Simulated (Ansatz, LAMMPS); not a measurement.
# Electronic structure of glassy 85GeO2-15Li2O (mol %) (78 atoms), part 2 of 2

Aim: energy, forces, charges and density of states of glassy 85GeO2-15Li2O (mol %) (78 atoms) at a fixed geometry.

Ansatz 0.2.0; Kohn-Sham DFT, PBE, PAW (set soft_2), plane waves.

The cell: 22 Ge, 8 Li and 48 O. The quench rate of 1000 K/ps is many orders above laboratory rates. The network of bonds at the start is that of the classical potential that made the cell. Only the Γ point is sampled, in a cell whose shortest periodic width is 10 Å.

So far. Step 3 (Plane-wave single point): Mean Löwdin charges: Ge +1.60, Li +0.81, O -0.80 e (they miss 0.55 % of the electrons, so they add up to more than the cell's charge). The largest share in the top eV of filled states is O p (96 % of the projected weight), and in the lowest eV of empty states Ge s (43 % of the projected weight).

### 4. Local order

These statistics describe the geometry on which the runs were made.

Density 3.53 g/cm³, 14.59 Å³ an atom.

g(r), total and by pair (bins of 0.2 Å):

```csv
r (Å),total,O-O,O-Ge,O-Li,Ge-Ge,Ge-Li,Li-Li
1.60,1.12,0.00,3.24,0.00,0.00,0.00,0.00
1.80,3.22,0.00,9.04,0.67,0.00,0.00,0.00
2.00,0.73,0.00,0.34,4.83,0.00,0.00,0.00
2.20,0.13,0.00,0.09,0.79,0.00,0.00,0.00
2.40,0.10,0.00,0.00,0.61,0.00,0.00,2.31
2.60,0.81,1.72,0.06,0.88,0.00,0.37,0.00
2.80,1.52,3.67,0.00,0.44,0.00,1.33,0.00
3.00,1.02,1.86,0.18,0.52,0.20,2.60,1.54
3.20,0.95,0.73,0.21,1.28,2.69,3.53,1.41
3.40,1.08,0.92,0.45,1.04,3.93,2.01,1.24
3.60,0.77,0.70,0.91,0.91,0.15,1.01,0.00
3.80,0.91,0.68,1.30,1.07,0.12,0.54,1.94
4.00,1.08,0.74,1.60,1.17,0.47,1.12,0.00
4.20,1.02,0.49,1.68,1.14,1.07,0.44,0.00
4.40,1.33,0.75,1.97,1.47,1.25,1.19,0.76
4.60,1.09,0.69,1.46,1.79,0.80,0.49,0.68
4.80,0.89,0.96,0.78,1.08,0.81,0.90,0.00
5.00,0.98,1.33,0.74,0.62,0.97,0.92,1.17
```

Bonds by pair of elements; cutoffs follow the first minimum of g(r), held within bounds set by covalent radii, and pairs that aren't listed don't count as bonded:

```csv
pair A-B,cutoff (Å),bonds,mean length (Å),spread (Å),shortest (Å),B about A,A about B
O-Ge,2.17,89,1.74,0.062,1.63,1.85,4.04
O-Li,2.27,21,1.99,0.069,1.88,0.438,2.62
```

How many atoms have how many bonded neighbours:

```csv
element,mean,2,3,4,5
Ge,4.04,0,0,21,1
Li,2.62,4,3,1,0
O,2.29,35,12,1,0
```

Bond angles, per cent of each kind in bins of 5°:

```csv
angle (°),O-Ge-O,Ge-O-Ge,Ge-O-Li,O-Li-O
80–85,0.0,0.0,0.0,5.3
85–90,4.4,0.0,6.5,10.5
90–95,5.1,0.0,3.2,0.0
95–100,8.8,0.0,9.7,15.8
100–105,15.4,0.0,6.5,10.5
105–110,21.3,0.0,9.7,10.5
110–115,20.6,0.0,6.5,5.3
115–120,14.7,0.0,29.0,21.1
120–125,3.7,2.4,6.5,10.5
125–130,2.9,2.4,9.7,5.3
130–135,1.5,12.2,0.0,0.0
135–140,0.7,17.1,3.2,5.3
140–145,0.0,14.6,0.0,0.0
145–150,0.0,9.8,0.0,0.0
150–155,0.0,17.1,6.5,0.0
155–160,0.0,12.2,3.2,0.0
160–165,0.0,2.4,0.0,0.0
165–170,0.0,4.9,0.0,0.0
170–175,0.0,4.9,0.0,0.0
175–180,0.7,0.0,0.0,0.0
```

Bond angles (no mean is given where the spread exceeds 20°):

```csv
angle,count,mean (°),spread (°)
O-Ge-O,136,109,11.2
Ge-O-Ge,41,147,11.9
Ge-O-Li,31,116,17.5
O-Li-O,19,109,14
Li-O-Li,5,95.4,16.5
```

Oxygen atoms by the number of network formers (Si, P, Ge, B, Al, As, Ga) bound to them:

```csv
network formers bound to O,O atoms,per cent
0,0,0
1,7,14.6
2,41,85.4
```

Network units: each former by its oxygen neighbours and how many of them bridge to another former:

```csv
former,O neighbours,bridging O,atoms
Ge,4,2,1
Ge,4,3,5
Ge,4,4,15
Ge,5,5,1
```

Bond length by coordination (bonds to H left out):

```csv
element,coordination,atoms,mean bond length (Å)
Ge,4,21,1.73
Ge,5,1,1.85
Li,2,4,1.99
Li,3,3,2
Li,4,1,1.99
O,2,35,1.74
O,3,12,1.86
O,4,1,1.91
```

Rings of the network by King's shortest-path rule, up to 12 atoms, one path for each pair of neighbours; H, halogens, alkali and alkaline-earth atoms are left out, and the last column divides by all other atoms, bonded or not:

```csv
ring size (atoms),rings,per network atom
6,1,0.014
8,5,0.071
10,4,0.057
12,3,0.043
```

For some of the pairs, g(r) has its first main peak near 2.8 Å (O-O), 1.7 Å (O-Ge), 2.0 Å (O-Li), 3.3 Å (Ge-Ge) and 3.2 Å (Ge-Li). With the cutoffs above, 95 % of Ge atoms have 4, 50 % of Li atoms have 2 and 73 % of O atoms have 2 bonded neighbours. The O-Ge-O angle averages 109° with a spread of 11°. 85 % of the oxygens bridge two formers (Ge) and 15 % are non-bridging. The commonest Ge unit has 4 oxygens, 4 of them shared with other formers (15 of 22 atoms). Rings of 8 atoms are the most common (38 % of those counted); sizes run from 6 to 12, where the search stops.

Local excerpt of 10 atoms (numbers count through the whole input) about Ge14, which has 5 bonded neighbours where the commonest count for Ge is 4; x, y, z are measured from there.

```csv
atom,x,y,z,distance (Å),bonds,Löwdin charge (e),Fx,Fy,Fz (eV/Å)
Ge14,0.00,0.00,0.00,0.00,5,1.58,3.24,-1.07,-0.95
O58,-1.47,0.02,0.94,1.74,3,-0.74,-0.25,-1.82,0.79
O59,0.52,0.96,-1.38,1.76,2,-0.76,-3.30,0.90,0.48
O34,1.34,-1.13,0.17,1.76,2,-0.77,-2.14,1.41,-0.28
O64,0.76,1.34,1.17,1.94,3,-0.81,-0.09,0.46,-0.53
O76,-0.87,-1.32,-1.27,2.03,3,-0.82,-0.92,1.16,2.06
Li30,-1.95,-1.91,0.28,2.74,4,0.78,-0.11,-0.88,0.41
Ge19,1.98,1.18,-2.13,3.14,4,1.65,2.33,0.28,-1.58
Ge15,-2.82,1.03,1.06,3.18,4,1.58,-2.18,1.63,0.60
Ge12,1.42,1.22,2.81,3.37,4,1.52,1.14,1.96,-0.90
```

The column of bonds counts only the pairs O-Ge within 2.17 Å, O-Li within 2.27 Å; other neighbours, such as metal atoms beside each other in a compound, aren't counted, and periodic images can show an atom twice.

### 5. Results

| Item | Value |
| --- | --- |
| free energy per atom | -1581.5417 eV/atom |
| pressure | 6.475 GPa |
| r.m.s. force component | 1.38 eV/Å |
| gap (highest filled to lowest empty level) | 0.7451 eV |
| wall time of the 1 DFT run | 9.3 s |

**Reading.** The highest filled and lowest empty levels differ by 0.745 eV (at Γ alone); a semilocal functional tends to put such gaps too low. In a disordered cell it changes from sample to sample, and tail or defect levels can set it. With the cutoffs above, 95 % of Ge atoms have 4, 50 % of Li atoms have 2 and 73 % of O atoms have 2 bonded neighbours. 85 % of the oxygens bridge two formers (Ge) and 15 % are non-bridging.

**Limits.** The force components of 1.4 eV/Å r.m.s. reflect the temperature of the frame as well as the gap between the generating potential and DFT. The pressure of 6.5 GPa is that of one thermal frame, in which the classical model's bond lengths enter as well as the volume, without the kinetic term.

[Logs are printed without paths, hosts, clocks, repeated set-up lines and the standing remarks that a program may print on its own settings, such as how far it seeks lower states.]

[Hosts, paths, dates, database ids (printed as entryN), source tags and the programs' standing remarks are cut or masked in the printed files.]
